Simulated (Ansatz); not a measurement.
# K on Ni(110): change of the work function, part 2 of 5

Wanted: Δφ(θ) for K/Ni(110), starting from the longbridge site.

Ansatz 0.2.0; plane-wave DFT, RPBE, Ansatz PAW.

So far, work function, upper face (eV): step 2 (the clean slab) 4.37.

## 3. The covered slab, coverage 0.25 ML

System of this step: KNi20 (K/Ni(110)). The cell holds 21 atoms: 20 Ni and 1 K. Its edges and angles: a = 7.040 Å, b = 4.978 Å, c = 25.892 Å, α = 90.0°, β = 90.0°, γ = 90.0°. Vacuum lies along c.

The clean slab as it ended is repeated in the plane and the adsorbate is set on one face; the cell's size fixes the coverage, and the k-mesh shrinks with it to keep the sampling density about even. Adsorbate and upper layers relax, since the dipole depends on the height.

input.yaml reads:

```yaml
crystal:
  lattice:
    - [7.04, 0.0, 0.0]
    - [0.0, 4.9780317396, 0.0]
    - [0.0, 0.0, 25.8916696966]
  atoms:
    - { symbol: Ni, position: [0.0, 0.0, 0.3476021479], spin: 0.82 }
    - { symbol: Ni, position: [0.25, 0.25, 0.3956681069], spin: 0.7 }
    - { symbol: Ni, position: [0.0, 0.0, 0.4439301997], spin: 0.74 }
    - { symbol: Ni, position: [0.25, 0.25, 0.4949377719], spin: 0.7 }
    - { symbol: Ni, position: [0.0, 0.0, 0.5385347875], spin: 0.82 }
    - { symbol: Ni, position: [0.0, 0.5, 0.3476021479], spin: 0.82 }
    - { symbol: Ni, position: [0.25, 0.75, 0.3956681069], spin: 0.7 }
    - { symbol: Ni, position: [0.0, 0.5, 0.4439301997], spin: 0.74 }
    - { symbol: Ni, position: [0.25, 0.75, 0.4949377719], spin: 0.7 }
    - { symbol: Ni, position: [0.0, 0.5, 0.5385347875], spin: 0.82 }
    - { symbol: Ni, position: [0.5, 0.0, 0.3476021479], spin: 0.82 }
    - { symbol: Ni, position: [0.75, 0.25, 0.3956681069], spin: 0.7 }
    - { symbol: Ni, position: [0.5, 0.0, 0.4439301997], spin: 0.74 }
    - { symbol: Ni, position: [0.75, 0.25, 0.4949377719], spin: 0.7 }
    - { symbol: Ni, position: [0.5, 0.0, 0.5385347875], spin: 0.82 }
    - { symbol: Ni, position: [0.5, 0.5, 0.3476021479], spin: 0.82 }
    - { symbol: Ni, position: [0.75, 0.75, 0.3956681069], spin: 0.7 }
    - { symbol: Ni, position: [0.5, 0.5, 0.4439301997], spin: 0.74 }
    - { symbol: Ni, position: [0.75, 0.75, 0.4949377719], spin: 0.7 }
    - { symbol: Ni, position: [0.5, 0.5, 0.5385347875], spin: 0.82 }
    - { symbol: K, position: [0.25, 0.0, 0.6523978521] }
magnetization:
  spin_polarized: true
kpoints:
  mp_grid: { grid: [5, 6, 1] }
hamiltonian:
  xc: rpbe
scf:
  occupations: { method: fermi_dirac, width: 0.1 }
  convergence: { dr2_threshold: 1.0e-08 }
efield:
  axis: 3
  dipole_correction: true
  ramp_position: 0.97
  ramp_width: 0.06
relax:
  f_tol: 0.02
  max_steps: 60
  constraints: [{ sites: [0, 1, 5, 6, 10, 11, 15, 16] }]
output:
  bader: true
  dos: { projected: true, e_range: [-8, 4] }
  write_potential: true
  write_density: true
  volumetric_format: npy
  elf: true
```

Launch:

```
$ ansatz run input.yaml --threads 4 --pin off --max-ram 12288MiB --backend cpu --events-out ev --progress --plain --runs-dir out
```

Numbers of over 12 decimals in the logs are rounded to 6 here.

Output:

```text
[...]
Crystal: 21 atoms, lattice volume = 907.382 Å³
Basis set: ecut = 420 eV, 17773 PW (Γ), exchange–correlation on 96×72×360 points (8 copies of the dense FFT grid, shifted against one another)
Bands: 231, of which v1, the nominal top of the filled ones, is band 185 counted from 1 (184 counted from 0)
Symmetry: 4 space group operations
k-points: 12 of 30
[...]
Starting moments: Σ|m| = 15.12 μB on 20 of 21 sites
[...]
SCF iter   1: F=—  HF=-118410.601415 eV  |F-HF|=—  |Δ(HF+E_count)|=         —  Δρ=1.68e-2 (↑1.62e-2 ↓1.68e-2)  dr2=3.07e1  dr2_m=1.15e0  M=15.792 μB ∫|m|=16.465 μB  β_m=1.00  ethr=3.10e-3  p=-0.000 e·Å  D=-3.90e-8 V/Å  ΔV_dip=0.00 eV  dr2_dipole=1.21e0  V_vac-E_F(+/−)=6.89/6.89 eV  ⟨swp⟩=12.1  Hψ=30410  notcnv=0  defer=282
[...]
SCF iter  21: F=-118429.139839 eV  HF=-118429.139839 eV  |F-HF|=8.88e-10  |Δ(HF+E_count)|=   5.24e-9  Δρ=4.81e-7 (↑1.94e-7 ↓4.81e-7)  dr2=2.61e-9  dr2_m=2.85e-10  M=13.841 μB ∫|m|=16.013 μB  ethr=1.00e-12  p=0.501 e·Å  D=9.99e-2 V/Å  ΔV_dip=-2.59 eV  dr2_dipole=1.62e-11  V_vac-E_F(+/−)=1.74/4.33 eV  ⟨swp⟩=14.9  Hψ=44042  notcnv=0
SCF 1 converged in 21 iterations: F = -118429.139839 eV  dr2 = 2.61e-9
[...]
relax step   1: F+E_penalty+E_count = -118429.13983909 eV  Δ(F+E_penalty+E_count) = +0.000e0 eV  max|allowed force component| = 4.762e-1 eV/Å  Δτ_max = 0.0000 Å  (21 SCF iters, accepted)
[...]
SCF iter  14: F=-118429.188082 eV  HF=-118429.188082 eV  |F-HF|=4.51e-9  |Δ(HF+E_count)|=  7.28e-11  Δρ=5.44e-7 (↑8.96e-8 ↓5.44e-7)  dr2=5.21e-9  dr2_m=5.46e-10  M=13.817 μB ∫|m|=15.991 μB  ethr=1.00e-12  p=0.513 e·Å  D=1.02e-1 V/Å  ΔV_dip=-2.65 eV  dr2_dipole=4.27e-10  V_vac-E_F(+/−)=1.67/4.32 eV  ⟨swp⟩=11.2  Hψ=37859  notcnv=0
SCF 2 converged in 14 iterations: F = -118429.188082 eV  dr2 = 5.21e-9
[...]
relax step   2: F+E_penalty+E_count = -118429.18808235 eV  Δ(F+E_penalty+E_count) = -4.824e-2 eV  max|allowed force component| = 4.326e-1 eV/Å  Δτ_max = 0.0930 Å  (14 SCF iters, accepted)
SCF iter   1: F=—  HF=-118429.274842 eV  |F-HF|=—  |Δ(HF+E_count)|=         —  Δρ=1.74e-3 (↑9.38e-4 ↓1.74e-3)  dr2=9.46e-2  dr2_m=7.53e-3  M=13.779 μB ∫|m|=15.942 μB  β_m=1.00  ethr=7.63e-5  p=0.513 e·Å  D=1.02e-1 V/Å  ΔV_dip=-2.65 eV  dr2_dipole=9.49e-3  V_vac-E_F(+/−)=1.68/4.34 eV  ⟨swp⟩=6.8  Hψ=15872  notcnv=0  defer=471
[...]
SCF iter  14: F=-118429.270675 eV  HF=-118429.270675 eV  |F-HF|=8.13e-9  |Δ(HF+E_count)|=  6.55e-10  Δρ=5.94e-7 (↑2.08e-7 ↓5.94e-7)  dr2=6.66e-9  dr2_m=4.46e-10  M=13.775 μB ∫|m|=15.945 μB  ethr=2.13e-12  p=0.536 e·Å  D=1.07e-1 V/Å  ΔV_dip=-2.77 eV  dr2_dipole=1.02e-9  V_vac-E_F(+/−)=1.55/4.32 eV  ⟨swp⟩=11.2  Hψ=38477  notcnv=0
SCF 3 converged in 14 iterations: F = -118429.270675 eV  dr2 = 6.66e-9
relax step   3: F+E_penalty+E_count = -118429.27067457 eV  Δ(F+E_penalty+E_count) = -8.259e-2 eV  max|allowed force component| = 2.643e-1 eV/Å  Δτ_max = 0.1966 Å  (14 SCF iters, accepted)
[...]
relax step   4: F+E_penalty+E_count = -118429.30835183 eV  Δ(F+E_penalty+E_count) = -3.768e-2 eV  max|allowed force component| = 4.008e-2 eV/Å  Δτ_max = 0.1952 Å  (14 SCF iters, accepted)
[...]
relax step   5: F+E_penalty+E_count = -118429.30871241 eV  Δ(F+E_penalty+E_count) = -3.606e-4 eV  max|allowed force component| = 1.085e-1 eV/Å  Δτ_max = 0.0648 Å  (14 SCF iters, accepted)
SCF iter   1: F=—  HF=-118429.311567 eV  |F-HF|=—  |Δ(HF+E_count)|=         —  Δρ=8.61e-4 (↑6.63e-4 ↓8.61e-4)  dr2=1.23e-2  dr2_m=2.67e-3  M=13.746 μB ∫|m|=15.886 μB  β_m=1.00  ethr=1.40e-5  p=0.538 e·Å  D=1.07e-1 V/Å  ΔV_dip=-2.78 eV  dr2_dipole=1.19e-3  V_vac-E_F(+/−)=1.54/4.31 eV  ⟨swp⟩=3.5  Hψ=13774  notcnv=0  defer=477
[...]
SCF iter  13: F=-118429.312513 eV  HF=-118429.312513 eV  |F-HF|=4.42e-9  |Δ(HF+E_count)|=   3.11e-9  Δρ=5.67e-7 (↑2.92e-7 ↓5.67e-7)  dr2=4.34e-9  dr2_m=3.09e-10  M=13.736 μB ∫|m|=15.877 μB  ethr=1.00e-12  p=0.538 e·Å  D=1.07e-1 V/Å  ΔV_dip=-2.78 eV  dr2_dipole=1.44e-11  V_vac-E_F(+/−)=1.54/4.32 eV  ⟨swp⟩=10.2  Hψ=40029  notcnv=0
SCF 6 converged in 13 iterations: F = -118429.312513 eV  dr2 = 4.34e-9
relax step   6: F+E_penalty+E_count = -118429.31251349 eV  Δ(F+E_penalty+E_count) = -3.801e-3 eV  max|allowed force component| = 1.835e-2 eV/Å  Δτ_max = 0.0352 Å  (13 SCF iters, accepted)
NSCF: frozen V_eff on 12 k-points
[...]
SCF converged after 13 iterations
Magnetization: 13.7360 μB (191.3680 up, 177.6320 down)
Absolute magnetization: 15.8918 μB (∫|ρ↑−ρ↓|, with the PAW one-centre terms)
[...]
Per-site moments (μB) at R_I (Å): [(0.817805, 1.021054), (0.694575, 1.017924), (0.717129, 1.007294), (0.676716, 1.008802), (0.713345, 0.986412), (0.816093, 1.026719), (0.694575, 1.017924), (0.716090, 1.019869), (0.676716, 1.008802), (0.760516, 1.008564), (0.817805, 1.021054), (0.701758, 1.026719), (0.717129, 1.007294), (0.679104, 0.986412), (0.713345, 0.986412), (0.816093, 1.026719), (0.701758, 1.026719), (0.716090, 1.019869), (0.679104, 0.986412), (0.760516, 1.008564), (-0.00753717, 1.266389)]
Free energy (F): -118429.312513 eV
[...]
Internal energy: -118428.088290 eV  (E = F + TS)
E sigma→0 (E₀):  -118428.700402 eV
Entropy (-TS):   -1.224224 eV (-58.296 meV/atom)
Fermi energy:    2.505138 eV
Dipole field:    D = 0.107234 V/Å  (p = 0.537728 e·Å, saw-weighted, corrected)
Work function:   Φ+ = 1.5434 eV   Φ− = 4.3199 eV
[...]
--- Forces (eV/Å), atoms counted from 1 ---
  atom   1  Ni    -0.01666734     0.00000000     0.40005958
  atom   2  Ni     0.00000000     0.00891634    -0.38177102
  atom   3  Ni     0.00020439     0.00000000    -0.00691968
  atom   4  Ni     0.00000000    -0.00033652     0.00319265
  atom   5  Ni     0.00259508     0.00000000    -0.01023604
  atom   6  Ni    -0.01256113     0.00000000     0.44583709
  atom   7  Ni     0.00000000    -0.00891634    -0.38177102
  atom   8  Ni     0.00378902     0.00000000    -0.00290125
  atom   9  Ni     0.00000000     0.00033652     0.00319265
  atom  10  Ni    -0.00770898     0.00000000    -0.00412711
  atom  11  Ni     0.01666734     0.00000000     0.40005958
  atom  12  Ni     0.00000000     0.02923504    -0.46291089
  atom  13  Ni    -0.00020439     0.00000000    -0.00691968
  atom  14  Ni     0.00000000    -0.00239167     0.01835037
  atom  15  Ni    -0.00259508     0.00000000    -0.01023604
  atom  16  Ni     0.01256113     0.00000000     0.44583709
  atom  17  Ni     0.00000000    -0.02923504    -0.46291089
  atom  18  Ni    -0.00378902     0.00000000    -0.00290125
  atom  19  Ni     0.00000000     0.00239167     0.01835037
  atom  20  Ni     0.00770898     0.00000000    -0.00412711
  atom  21  K      0.00000000     0.00000000     0.00282721
  max |Σ_I F_I| component: 2.54e-5 eV/Å
--- Band table (eV; the first three rows and the last of 24) ---
  k-point 0 ↑: bands = [... 181 lower, 1.8613, 1.8804, 1.8894, 1.8954, 1.9141, 1.9463, 1.9496, 1.9688, ... 42 higher]
  k-point 1 ↑: bands = [... 181 lower, 1.8025, 1.8041, 1.8128, 1.8455, 1.8538, 1.8839, 1.9082, 1.9879, ... 42 higher]
  k-point 2 ↑: bands = [... 181 lower, 1.7406, 1.7626, 1.7772, 1.8420, 1.9141, 1.9434, 1.9541, 1.9932, ... 42 higher]
  k-point 11 ↓: bands = [... 181 lower, 2.5373, 2.6221, 2.6266, 2.6672, 2.6835, 2.7135, 2.7183, 2.7495, ... 42 higher]
--- Relaxed structure (6 steps of the walk, 6 accepted, 0 SCFs on fresh bases) ---
  F+E_penalty+E_count = -118429.31251349 eV   max|allowed force component| = 1.835e-2 eV/Å
  atoms:
    - { symbol: Ni, position: [0.0, 0.0, 0.3476021479] }
    - { symbol: Ni, position: [0.250000, 0.250000, 0.395668] }
    - { symbol: Ni, position: [0.00290155, 0.0, 0.443200] }
    - { symbol: Ni, position: [0.250000, 0.249132, 0.497745] }
    - { symbol: Ni, position: [-0.012776, 0.0, 0.537417] }
    - { symbol: Ni, position: [0.0, 0.500000, 0.3476021479] }
    - { symbol: Ni, position: [0.250000, 0.75, 0.395668] }
    - { symbol: Ni, position: [0.00380267, 0.500000, 0.443906] }
    - { symbol: Ni, position: [0.250000, 0.750868, 0.497745] }
    - { symbol: Ni, position: [-0.00500934, 0.500000, 0.540025] }
    - { symbol: Ni, position: [0.500000, 0.0, 0.3476021479] }
    - { symbol: Ni, position: [0.75, 0.250000, 0.395668] }
    - { symbol: Ni, position: [0.497098, 0.0, 0.443200] }
    - { symbol: Ni, position: [0.75, 0.253494, 0.492761] }
    - { symbol: Ni, position: [0.512776, 0.0, 0.537417] }
    - { symbol: Ni, position: [0.500000, 0.500000, 0.3476021479] }
    - { symbol: Ni, position: [0.75, 0.75, 0.395668] }
    - { symbol: Ni, position: [0.496197, 0.500000, 0.443906] }
    - { symbol: Ni, position: [0.75, 0.746506, 0.492761] }
    - { symbol: Ni, position: [0.505009, 0.500000, 0.540025] }
    - { symbol: K, position: [0.250000, 0.0, 0.632045] }
--- Bader charges: 21 sites ---
  site symbol  charge [e]  shift [e]    m [muB]
     0     Ni      0.0118     0.0003     0.7933
     1     Ni     -0.0271     0.0003     0.6441
     2     Ni      0.0206     0.0000     0.6750
     3     Ni     -0.0301     0.0003     0.6275
     4     Ni     -0.1605     0.0003     0.6741
     5     Ni      0.0126     0.0003     0.7914
     6     Ni     -0.0269     0.0003     0.6441
     7     Ni      0.0225     0.0000     0.6751
     8     Ni     -0.0302     0.0003     0.6275
     9     Ni     -0.1398     0.0001     0.7209
    10     Ni      0.0118     0.0003     0.7933
    11     Ni     -0.0192     0.0003     0.6526
    12     Ni      0.0206     0.0000     0.6750
    13     Ni     -0.0341     0.0001     0.6306
    14     Ni     -0.1605     0.0003     0.6741
    15     Ni      0.0126     0.0003     0.7914
    16     Ni     -0.0192     0.0003     0.6526
    17     Ni      0.0225     0.0000     0.6751
    18     Ni     -0.0340     0.0001     0.6306
    19     Ni     -0.1398     0.0001     0.7209
    20      K      0.6867     0.0000    -0.0330
  estimated error of the sums over rays = 5.8e-4 e
```

Run time: 30 min. Hardware: 4 threads of Arm Neoverse V2, shared host; peak memory 6.8 GiB.

The steps of the relaxation:

```csv
step,energy less that of the first step (eV),largest force component (eV/Å)
1,0.0000,0.4762
2,-0.0482,0.4326
3,-0.1308,0.2643
4,-0.1685,0.0401
5,-0.1689,0.1085
6,-0.1727,0.0184
```

Forces are held to the 4 operations that the run works with; a distortion that breaks them can't arise in this run.

The atoms that moved most (Å):

```csv
atom,dx,dy,dz,length
K21,0.000,0.000,-0.527,0.527
Ni5,-0.090,0.000,-0.029,0.094
Ni15,0.090,0.000,-0.029,0.094
Ni4,0.000,-0.004,0.073,0.073
Ni9,0.000,0.004,0.073,0.073
Ni19,0.000,-0.017,-0.056,0.059
Ni14,0.000,0.017,-0.056,0.059
Ni10,-0.035,0.000,0.039,0.052
```

The relaxed structure:

```xyz
21
Lattice="7.0400 0.0000 0.0000 0.0000 4.9780 0.0000 0.0000 0.0000 25.8917" Properties=species:S:1:pos:R:3
Ni    0.0000    0.0000    9.0000
Ni    1.7600    1.2445   10.2445
Ni    0.0204    0.0000   11.4752
Ni    1.7600    1.2402   12.8875
Ni   -0.0899    0.0000   13.9146
Ni    0.0000    2.4890    9.0000
Ni    1.7600    3.7335   10.2445
Ni    0.0268    2.4890   11.4935
Ni    1.7600    3.7378   12.8875
Ni   -0.0353    2.4890   13.9821
Ni    3.5200    0.0000    9.0000
Ni    5.2800    1.2445   10.2445
Ni    3.4996    0.0000   11.4752
Ni    5.2800    1.2619   12.7584
Ni    3.6099    0.0000   13.9146
Ni    3.5200    2.4890    9.0000
Ni    5.2800    3.7335   10.2445
Ni    3.4932    2.4890   11.4935
Ni    5.2800    3.7161   12.7584
Ni    3.5553    2.4890   13.9821
K     1.7600    0.0000   16.3647
```

This step gave:

| Item | Value |
| --- | --- |
| energy at zero smearing | -118428.7004 eV |
| total moment | 13.74 μB |
| work function, upper face | 1.543 eV |
| work function, lower face | 4.320 eV |
| dipole along the normal | 0.5377 e·Å |
| step between the vacuum levels | -2.777 eV |

Running mean over 1.245 Å of the planar mean; the ramp of the sawtooth is left out. The electron's electrostatic potential energy less the Fermi level by z:

z (Å), electron's electrostatic potential energy less the Fermi level (eV) and a bar from the least value:
```
        4        4.3 ##############################
        5        4.3 ##############################
        6        4.3 ##############################
        7        4.1 #############################
        8        0.7 #######################
        9       -9.0 ####
       10      -10.3 ##
       11      -10.5 #
       12       -9.4 ###
       13      -11.1 
       14       -9.4 ###
       15        0.5 #######################
       16        0.2 ######################
       17        0.0 ######################
       18        1.3 ########################
       19        1.5 ########################
       20        1.5 #########################
       21        1.5 #########################
       22        1.5 #########################
```

The density of states has structure finer than the step of the table below, so its rows give means over 0.5 eV, whole bins alone (the curve runs from -8 to 1.98 eV). Peaks (eV: height): total -2.26: 63.5, -2.17: 72.2, -1.50: 72.9, -1.38: 89.7, -1.23: 74.3, -0.87: 88.1, -0.75: 96.2; up -3.01: 44.5, -2.26: 42.5, -2.17: 48.2, -1.50: 42.6, -1.38: 41.9, -0.87: 55.5, -0.75: 61.0; down -1.38: 47.8, -1.23: 45.5, -0.54: 36.4, -0.12: 44.1, 0.00: 44.9, 0.15: 45.9, 0.30: 38.1.

Density of states against energy, zero at the Fermi level; means over each step; values in states/eV a cell:

```csv
energy (eV),total,up,down
-7.5,1.44,0.738,0.698
-7.0,1.55,0.760,0.786
-6.5,2.26,1.12,1.14
-6.0,2.92,1.49,1.43
-5.5,4.44,2.39,2.06
-5.0,4.36,2.62,1.74
-4.5,8.38,5.46,2.93
-4.0,19.1,12.6,6.46
-3.5,28.0,17.9,10.2
-3.0,36.7,21.4,15.3
-2.5,41.9,25.0,16.9
-2.0,51.3,29.5,21.8
-1.5,59.4,30.0,29.4
-1.0,64.3,37.4,26.9
-0.5,50.4,20.6,29.8
0.0,40.2,3.89,36.3
0.5,14.7,3.48,11.2
1.0,9.39,4.47,4.92
1.5,8.93,4.16,4.78
```

Projected DOS per atom over height of the atomic layer and energy from the Fermi level. Layers: Ni4 Ni4 Ni4 Ni4 Ni4 K from below.

Values in states/eV, 22 rows by 6 columns, each cell a mean:
```
0.27 0.26 0.26 0.28 0.29 0.36
0.27 0.27 0.25 0.28 0.27 0.41
0.32 0.34 0.27 0.36 0.34 0.93
1.07 0.88 1.05 0.89 1.00 0.63
2.29 1.78 1.45 1.78 2.17 0.34
2.72 2.15 2.50 2.21 2.67 0.20
3.97 2.90 2.59 2.82 3.79 0.28
3.71 2.61 3.10 2.58 3.42 0.17
2.62 2.30 1.87 2.37 2.59 0.08
2.41 2.51 2.35 2.44 2.53 0.06
1.72 2.30 1.78 2.22 1.73 0.04
0.99 1.72 1.61 1.80 1.31 0.04
0.78 1.55 1.87 1.58 0.88 0.04
0.46 0.83 1.24 0.83 0.51 0.02
0.20 0.48 0.55 0.48 0.23 0.01
0.13 0.24 0.19 0.25 0.15 0.01
0.15 0.25 0.26 0.25 0.17 0.01
0.11 0.18 0.14 0.17 0.13 0.02
0.05 0.14 0.20 0.14 0.06 0.00
0.03 0.10 0.15 0.10 0.04 0.00
0.02 0.07 0.11 0.07 0.03 0.00
0.03 0.10 0.15 0.10 0.03 0.00
```
Columns: height of the atomic layer (Å) from 9 to 16.4 (not evenly spaced); rows upwards: energy from the Fermi level (eV) from -7.96 to 1.95.

Projected DOS per atom, spin up over height of the atomic layer and energy from the Fermi level. Layers: Ni4 Ni4 Ni4 Ni4 Ni4 K from below.

Ten even steps from '_' (0.00 states/eV) to '@' (2.35 states/eV), each cell a mean:
```
____________
____________
__________::
__________..
____________
--========__
@@%%**##@@__
@@++**++##__
**==--++**__
******++**__
++++--++==__
::==--==--__
::======::__
..::--::..__
__......____
____________
____________
____________
____________
____________
____________
____________
```
Columns: height of the atomic layer (Å) from 9 to 16.4 (not evenly spaced); rows upwards: energy from the Fermi level (eV) from -7.96 to 1.95.

Projected DOS per atom, spin down over height of the atomic layer and energy from the Fermi level. Layers: Ni4 Ni4 Ni4 Ni4 Ni4 K from below.

Ten even steps from '_' (0.00 states/eV) to '@' (2.12 states/eV), each cell a mean:
```
____________
____________
__________::
==--==----..
@@##++##@@__
%%++**++##__
##====++##__
##**##**##__
++++==++++__
==++--++++__
::==--==::__
..------::__
..::--::..__
__......____
____________
____________
____________
____________
____________
____________
____________
____________
```
Columns: height of the atomic layer (Å) from 9 to 16.4 (not evenly spaced); rows upwards: energy from the Fermi level (eV) from -7.96 to 1.95.

Site moment by atom:

```csv
atom,site moment (μB)
Ni1,0.818
Ni2,0.695
Ni3,0.717
Ni4,0.677
Ni5,0.713
Ni6,0.816
Ni7,0.695
Ni8,0.716
Ni9,0.677
Ni10,0.761
Ni11,0.818
Ni12,0.702
Ni13,0.717
Ni14,0.679
Ni15,0.713
Ni16,0.816
Ni17,0.702
Ni18,0.716
Ni19,0.679
Ni20,0.761
K21,-0.008
```

Spin density in the ca plane at fractional y = 0.000, with atoms of Ni and K within 0.2 Å of it.

Ten even steps from '0' (0.0 e/Å³) to '9' (2.5 e/Å³), each cell a mean:
```
00002510000341000154100000000000000000000000
00000000000000000000000000000000000000000000
00000000000000000000000000000000000000000000
00000000000000000000000000000000000000000000
00000000000000000000000000000000000000000000
00000000000000000000000000000000000000000000
00000000000000000000000000000000000000000000
00000000000000000000000000000000000000000000
00003510000341000155100000000000000000000000
00015930001682000164000000000000000000000000
00001100000110000000000000000000000000000000
00000000000000000000000000000000000000000000
00000000000000000000000000000000000000000000
00000000000000000000000000000000000000000000
00000000000000000000000000000000000000000000
00000000000000000000000000000000000000000000
00000000000000000000000000000000000000000000
00001200000110000010000000000000000000000000
00015930001682000164000000000000000000000000
```
Columns run along c (16.0 Å, from fractional 0.28 to 0.90 of the cell), rows up along a (7.0 Å). Atoms in or near the plane, at fractional coordinates: Ni at (0.35, 0.00), Ni at (0.44, 0.00), Ni at (0.54, 0.99), Ni at (0.35, 0.50), Ni at (0.44, 0.50), Ni at (0.54, 0.51), K at (0.63, 0.25).

(Part 2 of 5 ends here.)

[Logs are printed without paths, hosts, clocks, repeated set-up lines and the standing remarks that a program may print on its own settings, such as how far it seeks lower states.]

[Hosts, paths, dates, database ids (printed as entryN), source tags and the programs' standing remarks are cut or masked in the printed files.]

[Maps of the electrostatic potential energy from Ansatz leave out the sawtooth potential of an applied field or a dipole correction, so their vacuum need not be flat; planar profiles and work functions include it.]

[The density of states shown here was stored with 400 of the rows of the run's finer table, so its peaks can read low, often by over a quarter, or be missed, and its means over a window can be off by a tenth or more.]
